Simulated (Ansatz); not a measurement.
Planning a GW calculation on SrTiO3 (I4/mcm).

```
Sr Ti O
1.0
    -2.75550    2.75550    3.89800
     2.75550   -2.75550    3.89800
     2.75550    2.75550   -3.89800
Sr Ti O
2 2 6
Direct
  0.75000 0.25000 0.50000
  0.25000 0.75000 0.50000
  0.00000 0.00000 0.00000
  0.50000 0.50000 0.00000
  0.25000 0.25000 0.00000
  0.75000 0.75000 0.00000
  0.74510 0.24510 0.99020
  0.24510 0.25490 0.50000
  0.25490 0.75490 0.00980
  0.75490 0.74510 0.50000
```

The cell and positions come from the Crystallography Open Database and are kept as given unless a step says otherwise.

Runs so far (Ansatz 0.2.0, start PBE, hard PAW files, 4×4×4 mesh). Times are wall times on 1 × NVIDIA H100 80GB HBM3 (shared by 3 runs) with 4 threads of AMD EPYC 7R13 (Zen 3), shared host, good to a factor of about two.

```tsv
bands summed	cutoff (eV)	gap on the mesh (eV)	time
350	110	3.441	34 s
744	190	3.489	69 s
1232	270	3.529	2 min
```

Question: What should the next rung give, with 2031 bands and screening to 380 eV, and where is the limit?

The error falls about as one over the bands when the cutoff rises with them. A line through the two highest rungs given predicts 3.554 eV; the run gave 3.559 eV, close to it. The two highest rungs put the limit near 3.605 eV, the pair below near 3.591 eV; their difference is a rough measure of what is unsettled in bands and cutoff; the mesh is a separate error.

Gaps are over the mesh's points; an edge off the mesh would be missed. Limits: not at the basis limit; no spin-orbit coupling.

[Paths, hosts, dates, memory and timing lines, banners, echoed tables and standing remarks are left out of the program output.]

[Logs are printed without paths, hosts, clocks, repeated set-up lines and the standing remarks that a program may print on its own settings, such as how far it seeks lower states.]

[Runs of the session that timed out or met a known fault of the program may be left out.]

[Cells called generated may have been cut or substituted from an entry of the Crystallography Open Database or the Materials Project.]

[Hosts, paths, dates, database ids (printed as entryN), source tags and the programs' standing remarks are cut or masked in the printed files.]
